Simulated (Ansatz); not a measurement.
**From HSE06 to G0W0: Na3MoO4Cl (P4/nmm)**

Aim: the quasiparticle gap of Na3MoO4Cl (P4/nmm), starting from HSE06.

Main program and level: Ansatz 0.2.0; HSE06, then G0W0 on it, plane waves, PAW.

## (1) Set-up

Symmetry: P4/nmm, No. 129, tetragonal system. Conventional cell: a = 7.494 Å, b = 7.494 Å, c = 5.341 Å, α = 90.00°, β = 90.00°, γ = 90.00°. Na has 4 O at 2.50 Å and 2 Cl at 2.78 Å nearest. Nearest to Na lie 4 O at 2.35 Å and 2 Cl at 2.58 to 2.76 Å. Nearest to Mo lie 4 O at 1.78 Å. Cl has 6 Na at 2.58 to 2.78 Å nearest. Nearest to O lie 1 Mo at 1.78 Å and 3 Na at 2.35 to 2.50 Å. Farther neighbours and most contacts between anions are not listed.

Geometry: measured cell, ions relaxed with PBE. The runs that relaxed it are not among those shown.

The logs state that the PAW files were generated under PBE.

## (2) The starting point: HSE06

HSE06 mixes in a quarter of exact exchange at short range.

This step: DFT, HSE06, plane waves, PAW; PAW set soft_1.

Input file input.yaml:

```yaml
crystal:
  lattice:
    - [7.4942, 0.0, 0.0]
    - [0.0, 7.4942, 0.0]
    - [0.0, 0.0, 5.3409]
  atoms:
    - { symbol: Na, position: [0.75, 0.75, 0.0] }
    - { symbol: Na, position: [0.75, 0.25, 0.0] }
    - { symbol: Na, position: [0.25, 0.25, 0.0] }
    - { symbol: Na, position: [0.25, 0.75, 0.0] }
    - { symbol: Na, position: [0.5, 0.0, 0.6389095619] }
    - { symbol: Na, position: [0.0, 0.5, 0.3610904381] }
    - { symbol: Mo, position: [0.0, 0.0, 0.5] }
    - { symbol: Mo, position: [0.5, 0.5, 0.5] }
    - { symbol: Cl, position: [0.5, 0.0, 0.155433647] }
    - { symbol: Cl, position: [0.0, 0.5, 0.844566353] }
    - { symbol: O, position: [0.810272275, 0.0, 0.7004856242] }
    - { symbol: O, position: [0.5, 0.310272275, 0.7004856242] }
    - { symbol: O, position: [0.189727725, 0.0, 0.7004856242] }
    - { symbol: O, position: [0.5, 0.689727725, 0.7004856242] }
    - { symbol: O, position: [0.310272275, 0.5, 0.2995143758] }
    - { symbol: O, position: [0.0, 0.189727725, 0.2995143758] }
    - { symbol: O, position: [0.689727725, 0.5, 0.2995143758] }
    - { symbol: O, position: [0.0, 0.810272275, 0.2995143758] }
kpoints:
  mp_grid: { grid: [2, 2, 4] }
  band_path:
    path:
      - [0.0, 0.0, 0.0]
      - [0.0, 0.5, 0.0]
      - [0.5, 0.5, 0.0]
      - [0.0, 0.0, 0.5]
      - [0.0, 0.5, 0.5]
      - [0.5, 0.5, 0.5]
    npoints: 1
hamiltonian:
  xc: hse06
  pseudopotentials: { kind: paw, azcp: { folder: soft_1 } }
scf:
  occupations: { method: fixed }
  n_extra_bands: 10
output:
  eigenvalues: true
```

Launch:

```
$ ansatz run input.yaml --threads 2 --pin off --max-ram 92160MiB --backend cuda --events-out ev --progress --plain --runs-dir out --devices 1 --max-vram 13GiB
```

Numbers of over 12 decimals in the logs are rounded to 6 here.

Log:

```text
scf.n_extra_bands = 10 over 72 filled bands (N_el = 144.0): the run solves 82 bands
GPUs: using 1 of 1 available (devices: 1).
Engine: ansatz 0.2.0, x86_64-unknown-linux-gnu
Pseudopotentials: kind: paw
Pseudopotential: Na, paw, valence charge 9, recommended cutoff 420 eV (normal), soft_1/Na.paw.azcp
Pseudopotential: Mo, paw, valence charge 14, recommended cutoff 420 eV (normal), soft_1/Mo.paw.azcp
Pseudopotential: Cl, paw, valence charge 7, recommended cutoff 420 eV (normal), soft_1/Cl.paw.azcp
Pseudopotential: O, paw, valence charge 6, recommended cutoff 420 eV (normal), soft_1/O.paw.azcp
Functional definition: HSE06
  parameter a = 0.25
  parameter omega = 0.11/bohr
  exchange = pbe_x - a*pbe_x_sr(omega) + a*exact_x_sr(omega)
  correlation = pbe_c
davidson cushion auto → on  (no smearing: the cushion is to keep the highest requested band from converging to the state above it; pin scf.eigensolver.cushion to override)
device memory: the entry about to start is reckoned to put 3.2 GiB on a device that reports 44.9 GiB free (of which the cap on the GPU budget leaves the run 13.0 GiB)
GPU FFT provider: cuFFT
GPU libraries: cuBLAS 13.8.2, cuFFT 12.4.0, cuSOLVER 12.3.4
Crystal: 18 atoms, lattice volume = 299.961 Å³
Basis set: ecut = 420 eV, 5889 PW (Γ)
Bands: 82, of which v1, the nominal top of the filled ones, is band 72 counted from 1 (71 counted from 0)
Symmetry: 16 space group operations
Space group: P4/nmm (ITA 129), of the structure as read, at distance tolerance 6.7e-5 Å
k-points: 9 of 16
Non-local potential: Na, projectors of the file, l = 0: 3, l = 1: 2, l = 2: 1
Non-local potential: Mo, projectors of the file, l = 0: 3, l = 1: 2, l = 2: 2, l = 3: 1
Non-local potential: Cl, projectors of the file, l = 0: 2, l = 1: 2, l = 2: 1
Non-local potential: O, projectors of the file, l = 0: 2, l = 1: 2, l = 2: 1
PAW form: soft (Blöchl's): semilocal exchange-correlation on the pseudo side does not see the compensation charge
PAW frozen core: Na, regenerated for the run's functional, and the local potential with it (the file was generated under x = pbe(κ = 0.804, μ = 0.219515), c = pbe(β = 0.066725))
PAW frozen core: Mo, regenerated for the run's functional, and the local potential with it (the file was generated under x = pbe(κ = 0.804, μ = 0.219515), c = pbe(β = 0.066725))
PAW frozen core: Cl, regenerated for the run's functional, and the local potential with it (the file was generated under x = pbe(κ = 0.804, μ = 0.219515), c = pbe(β = 0.066725))
PAW frozen core: O, regenerated for the run's functional, and the local potential with it (the file was generated under x = pbe(κ = 0.804, μ = 0.219515), c = pbe(β = 0.066725))
PAW one-centre angular grid: Na, 110 points (default); XC on 96 Gauss nodes
PAW one-centre angular grid: Mo, 590 points (default); XC on 64 Gauss nodes
PAW one-centre angular grid: Cl, 110 points (default); XC on 64 Gauss nodes
PAW one-centre angular grid: O, 110 points (default); XC on 96 Gauss nodes
Initial density: superposition of atomic densities (chi_scale 0.1, normalization cell, long waves kept (reshape's long-wave potential 0.04 eV rms))
Initial wavefunctions: pseudopotential atomic-orbital guess
GPU buffer pool allocated for 104976 grid points (all kernels)
GPU transforms: local potential and band sums: pruned to the plane-wave sphere, on 54×54×36
Functional: x = pbe(κ = 0.804, μ = 0.219515), c = pbe(β = 0.066725), warm-up for x = pbe(κ = 0.804, μ = 0.219515) + 0.25 (exact − pbe) at short range (hse, ω = 0.207870 Å⁻¹), c = pbe(β = 0.066725); HSE06 as pw.x's `hse` composes it (authors' and Libxc's form: `xc: wpbeh`)
SCF iter   1: F=—  HF=-25559.241191 eV  |F-HF|=—  |Δ(HF+E_count)|=         —  Δρ=1.03e-1  dr2=4.82e1  ethr=1.00e-1  ⟨swp⟩=4.8  Hψ=2114  notcnv=0
preconditioner: auto → none  [insulator: Δε(μ)=4.501 eV  Ē_g=11.864 eV  n_scr=68 (ndim 8)  ℏωp=19.2 eV  f_vac=0.000]
SCF iter   2: F=—  HF=-25560.806093 eV  |F-HF|=—  |Δ(HF+E_count)|=    1.56e0  Δρ=1.48e-1  dr2=1.00e2  ethr=3.35e-2  ⟨swp⟩=4.0  Hψ=2265  notcnv=0
iter 3 solved again at ethr=9.75e-4 eV; its pass at ethr=3.35e-2 eV (dr2=1.40e0 eV) is discarded
SCF iter   3: F=—  HF=-25546.201308 eV  |F-HF|=—  |Δ(HF+E_count)|=    1.46e1  Δρ=2.56e-2  dr2=1.34e0  ethr=9.75e-4  ⟨swp⟩=3.1  Hψ=3587  notcnv=0
SCF iter   4: F=—  HF=-25546.047217 eV  |F-HF|=—  |Δ(HF+E_count)|=   1.54e-1  Δρ=1.23e-2  dr2=4.59e-1  ethr=9.31e-4  ⟨swp⟩=3.0  Hψ=1823  notcnv=0
SCF iter   5: F=—  HF=-25546.020863 eV  |F-HF|=—  |Δ(HF+E_count)|=   2.64e-2  Δρ=2.87e-3  dr2=4.08e-2  ethr=3.19e-4  ⟨swp⟩=3.0  Hψ=1783  notcnv=0
SCF iter   6: F=—  HF=-25546.017857 eV  |F-HF|=—  |Δ(HF+E_count)|=   3.01e-3  Δρ=1.21e-3  dr2=5.92e-3  ethr=2.83e-5  ⟨swp⟩=3.0  Hψ=1716  notcnv=0
SCF iter   7: F=-25546.017184 eV  HF=-25546.017408 eV  |F-HF|=2.24e-4  |Δ(HF+E_count)|=   4.50e-4  Δρ=2.73e-4  dr2=2.92e-4  ethr=4.11e-6  ⟨swp⟩=3.0  Hψ=1730  notcnv=0
SCF 1 stopped early in 7 iterations: F = -25546.017184 eV  dr2 = 2.92e-4
  greatest PAW one-centre occupation: 0.999 electrons in one spin orbital (limit 2), on the Na atom at site 5 (counted from 0), in its partial waves of l = 0
device memory: the entry about to start is reckoned to put 4.2 GiB (of the 4.2 GiB reckoned in all, the device holds 0.1 GiB already) on a device that reports 40.5 GiB free (of which the cap on the GPU budget leaves the run 12.9 GiB)
GPU FFT provider: cuFFT
GPU libraries: cuBLAS 13.8.2, cuFFT 12.4.0, cuSOLVER 12.3.4
Initial density: handed on by an earlier stage of this run
Initial wavefunctions: those handed on with the density
GPU buffer pool allocated for 104976 grid points (all kernels)
GPU transforms: local potential and band sums: pruned to the plane-wave sphere, on 54×54×36
Functional: x = pbe(κ = 0.804, μ = 0.219515) + 0.25 (exact − pbe) at short range (hse, ω = 0.207870 Å⁻¹), c = pbe(β = 0.066725); HSE06 as pw.x's `hse` composes it (authors' and Libxc's form: `xc: wpbeh`)
Exchange kernel: α = 0.2500, screened, ω = 0.2079 Å⁻¹, Wigner–Seitz truncation, v(0) = 1033.7271 eV·Å³, q-mesh 2×2×4, nearest image of the exchange supercell L = 14.99 Å, pair-density grid 40×40×25, without the augmentation charges, whose exchange is taken in its separable form by FFT convolution over the k-point mesh (sized by the pseudopotential files, 54×54×36 at the most), smooth part of the exact exchange by density-matrix convolution in up to 4.99 GiB of GPU memory as planned if the GPU has room (build and FFT work areas not counted)
Frozen-core exchange: fock
SCF iter   1: F=—  HF=-25549.824712 eV  |F-HF|=—  |Δ(HF+E_count)|=         —  Δρ=1.42e-2  dr2=1.09e0  ethr=2.03e-6  ⟨swp⟩=7.3  Hψ=3608  notcnv=0
preconditioner: auto → none  [insulator: Δε(μ)=6.146 eV  Ē_g=18.088 eV  n_scr=68 (ndim 8)  ℏωp=23.1 eV  f_vac=0.138]
SCF iter   2: F=—  HF=-25549.600558 eV  |F-HF|=—  |Δ(HF+E_count)|=   2.24e-1  Δρ=3.84e-3  dr2=7.18e-2  ethr=2.03e-6  ⟨swp⟩=5.2  Hψ=3098  notcnv=0
[...]
SCF iter   4: F=—  HF=-25549.628968 eV  |F-HF|=—  |Δ(HF+E_count)|=   2.60e-3  Δρ=2.20e-4  dr2=4.59e-4  ethr=2.03e-6  ⟨swp⟩=3.1  Hψ=2060  notcnv=0
SCF iter   5: F=—  HF=-25549.631495 eV  |F-HF|=—  |Δ(HF+E_count)|=   2.53e-3  Δρ=7.12e-4  dr2=2.16e-3  ethr=5.72e-8  ⟨swp⟩=4.8  Hψ=2621  notcnv=0
SCF iter   6: F=—  HF=-25549.631116 eV  |F-HF|=—  |Δ(HF+E_count)|=   3.79e-4  Δρ=2.23e-4  dr2=2.84e-4  ethr=5.72e-8  ⟨swp⟩=4.0  Hψ=2385  notcnv=0
SCF iter   7: F=-25549.631049 eV  HF=-25549.631058 eV  |F-HF|=9.65e-6  |Δ(HF+E_count)|=   5.74e-5  Δρ=4.79e-5  dr2=2.77e-5  ethr=5.72e-8  ⟨swp⟩=3.9  Hψ=1934  notcnv=0
SCF 2 stopped early in 7 iterations: F = -25549.631049 eV  dr2 = 2.77e-5
  greatest PAW one-centre occupation: 0.999 electrons in one spin orbital (limit 2), on the Mo atom at site 7 (counted from 0), in its partial waves of l = 0
hybrid outer 1: dexx = +5.156e-2 eV, tail = 2.07e-4 eV
GPU FFT provider: cuFFT
GPU libraries: cuBLAS 13.8.2, cuFFT 12.4.0, cuSOLVER 12.3.4
GPU buffer pool allocated for 104976 grid points (all kernels)
GPU transforms: local potential and band sums: pruned to the plane-wave sphere, on 54×54×36
Exchange kernel: α = 0.2500, screened, ω = 0.2079 Å⁻¹, Wigner–Seitz truncation, v(0) = 1033.7271 eV·Å³, q-mesh 2×2×4, nearest image of the exchange supercell L = 14.99 Å, pair-density grid 40×40×25, without the augmentation charges, whose exchange is taken in its separable form by FFT convolution over the k-point mesh (sized by the pseudopotential files, 54×54×36 at the most), smooth part of the exact exchange by density-matrix convolution in up to 4.99 GiB of GPU memory as planned if the GPU has room (build and FFT work areas not counted)
Frozen-core exchange: fock
SCF iter   1: F=—  HF=-25549.630097 eV  |F-HF|=—  |Δ(HF+E_count)|=         —  Δρ=9.12e-5  dr2=1.83e-5  ethr=7.20e-7  ⟨swp⟩=3.0  Hψ=1683  notcnv=0
preconditioner: auto → none  [insulator: Δε(μ)=5.802 eV  Ē_g=17.740 eV  n_scr=68 (ndim 8)  ℏωp=23.1 eV  f_vac=0.151]
SCF iter   2: F=—  HF=-25549.630095 eV  |F-HF|=—  |Δ(HF+E_count)|=   1.60e-6  Δρ=3.34e-5  dr2=4.52e-6  ethr=1.09e-8  ⟨swp⟩=4.0  Hψ=2334  notcnv=0
SCF iter   3: F=—  HF=-25549.630097 eV  |F-HF|=—  |Δ(HF+E_count)|=   2.08e-6  Δρ=2.60e-5  dr2=2.77e-6  ethr=2.83e-9  ⟨swp⟩=3.4  Hψ=1678  notcnv=0
SCF iter   4: F=—  HF=-25549.630097 eV  |F-HF|=—  |Δ(HF+E_count)|=   4.98e-7  Δρ=8.40e-6  dr2=4.37e-7  ethr=1.84e-9  ⟨swp⟩=3.0  Hψ=1662  notcnv=0
iter 5 solved again at ethr=1.18e-12 eV; its pass at ethr=2.20e-10 eV (dr2=1.70e-9 eV) is discarded
SCF iter   5: F=-25549.630096 eV  HF=-25549.630096 eV  |F-HF|=1.36e-9  |Δ(HF+E_count)|=   5.79e-8  Δρ=8.48e-7  dr2=4.39e-8  ethr=3.53e-12 (applied; sched 1.18e-12)  ⟨swp⟩=4.0  Hψ=4042  notcnv=0
SCF 3 converged in 5 iterations: F = -25549.630096 eV  dr2 = 4.39e-8
hybrid outer 2: dexx = +2.497e-6 eV, tail = 1.41e-7 eV, Δε = 3.52e-3 eV (about 1.20e-4 eV left of the loop's levels)
device memory: the entry about to start is reckoned to put 1.6 GiB on a device that reports 49.1 GiB free (of which the cap on the GPU budget leaves the run 13.0 GiB)
NSCF: frozen V_eff on 6 k-points
hybrid SCF converged: 2 outer / 12 inner (+7 warm-up), last move |dexx| = 2.50e-6 eV, tail = 1.41e-7 eV
Stability not checked: this state was not tested for a lower state beside it, because the functional holds exact exchange (a hybrid, or Hartree-Fock), whose exchange loop this test does not read (fock_operator; see scf.lower_state_search)
Free energy (F): -25549.630096 eV
Frozen-core exchange: fock
Harris-Foulkes:  -25549.630096 eV  (|F-HF|=1.36e-9)
Internal energy: -25549.630096 eV  (E = F + TS)
E sigma→0 (E₀):  -25549.630096 eV
Fermi energy:    1.236529 eV
--- Per-component energies (eV) ---
  E_band       = -2360.713191
  E_kinetic    = 3182.996686
  E_local      = -15686.577048  (includes V_loc(G=0)·N_el)
  E_nonlocal   = 2426.057962
  E_hartree    = 5505.656437
  E_xc         = -1095.545563
  E_vxc        = -1345.902770  (∫ρ·V_xc dr)
  E_exx        = -525.504093  (= α·E_x^exact, valence–valence)
  E_paw        = -10543.498171  (= ΣΔE_a)
  E_vpaw       = -897.599514  (= ΣTr[D̂ρ^β])
  E_aug_tail   = 0.006498  (compensation charges beyond the density's cutoff)
  E_ewald      = -8811.705256
  E_core_change = -1.517547  (= ΣΔE_core)
  E_smearing   = -0.000000  (= −TS)
  E_closure    = -0.000000  (closes the sum)
  Σ components = -25549.630096   (vs F -25549.630096, Δ=0.00e0)
--- Band table (eV; the first three rows and the last of 9) ---
  k-point 0: bands = [... 68 lower, 0.9119, 1.0873, 1.0873, 1.2195, 7.0396, 7.1025, 7.4193, 7.5901, ... 6 higher]
  k-point 1: bands = [... 68 lower, 1.0769, 1.1521, 1.1521, 1.2084, 7.1365, 7.3390, 7.5851, 7.6048, ... 6 higher]
  k-point 2: bands = [... 68 lower, 1.1965, 1.1972, 1.2305, 1.2305, 7.2347, 7.4802, 7.6193, 7.7294, ... 6 higher]
  k-point 8: bands = [... 68 lower, 1.0347, 1.0347, 1.2268, 1.2268, 7.3788, 7.3788, 7.6920, 7.6920, ... 6 higher]
```

The job ended after 40 s (1 × NVIDIA H100 80GB HBM3 (shared by 6 runs) with 2 threads of AMD EPYC 7R13 (Zen 3), shared host; peak memory 1.6 GiB).

Reading the cycles: dr2 is the Hartree energy of the density residual (eV), the measure of convergence; HF is the Harris–Foulkes estimate of the energy, which meets the free energy F at convergence.

Numbers from this step:

```
gap                     : 5.803 eV
valence top at          : R
conduction bottom at    : Γ
least direct gap        : 5.820 eV
exact-exchange fraction : 0.25
```

Over mesh and listed points the gap is 5.803 eV, from k = (0.000, 0.500, 0.500) to k = Γ. The least direct gap found is 5.820 eV, at k = Γ.

[end of part 1 of 2]

[Paths, hosts, dates, memory and timing lines, banners, echoed tables and standing remarks are left out of the program output.]

[Logs are printed without paths, hosts, clocks, repeated set-up lines and the standing remarks that a program may print on its own settings, such as how far it seeks lower states.]

[Runs of the session that timed out or met a known fault of the program may be left out.]

[Cells called generated may have been cut or substituted from an entry of the Crystallography Open Database or the Materials Project.]

[Hosts, paths, dates, database ids (printed as entryN), source tags and the programs' standing remarks are cut or masked in the printed files.]

[Where an RPA ε∞ is given, it is that of the G0W0 mesh and is not shown converged in it. Names of k-points follow the symmetry that the program found, which can be lower than the space group named. Band edges on a path are those of the sampled points; other points can move an edge, and change direct to indirect where valleys lie close.]

[Hybrid gaps are those of their k-mesh and are not shown converged in it.]
